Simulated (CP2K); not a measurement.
Two runs for the C K edge of acetic acid monohydrate. Run A: CP2K XAS_TDP, all-electron GAPW, PBEh(45%), aug-cc-pVDZ, TDA, no relativity. Run B differs in one setting.

First lines with a strength over 0.0015. A:

```csv
atom,energy (eV),states,"strength, one atom"
C1 (bonded to C and 3 H),283.44,1,0.0015
,284.15,1,0.0042
,285.06,1,0.0244
,285.20,1,0.0204
,285.40,1,0.0029
C2 (bonded to C and 2 O),283.52,1,0.0796
,289.59,1,0.0089
,289.82,1,0.0076
,290.40,1,0.0040
,290.57,1,0.0024
```

B:

```csv
atom,energy (eV),states,"strength, one atom"
C1 (bonded to C and 3 H),283.51,1,0.0016
,285.64,1,0.0228
,285.85,1,0.0370
,286.37,1,0.0495
,287.07,1,0.0193
C2 (bonded to C and 2 O),283.63,1,0.0792
,290.38,1,0.0066
,291.00,1,0.0224
,291.24,1,0.0069
,291.72,1,0.0176
```

Question: Which was it: GW2X switched on, scalar relativity switched on, the basis, the functional?

The basis (basis from aug-cc-pVDZ to 6-31G*; the lines alone don't name the new value). A basis moves diffuse and continuum lines far more than the leading valence line. Against PBEh(45%) in aug-cc-pVDZ, the leading line moves by +0.11 eV, to 283.63 eV. For C1 the rule picks another line of the list in the two runs, so no shift is given. The next line of C2 over the strength cut lies 6.75 eV higher, against 6.07.

[Banner, clock and machine lines of the logs are left out without a mark of their own.]

[Logs are printed without paths, hosts, clocks, repeated set-up lines and the standing remarks that a program may print on its own settings, such as how far it seeks lower states.]

[Hosts, paths, dates, database ids (printed as entryN), source tags and the programs' standing remarks are cut or masked in the printed files.]
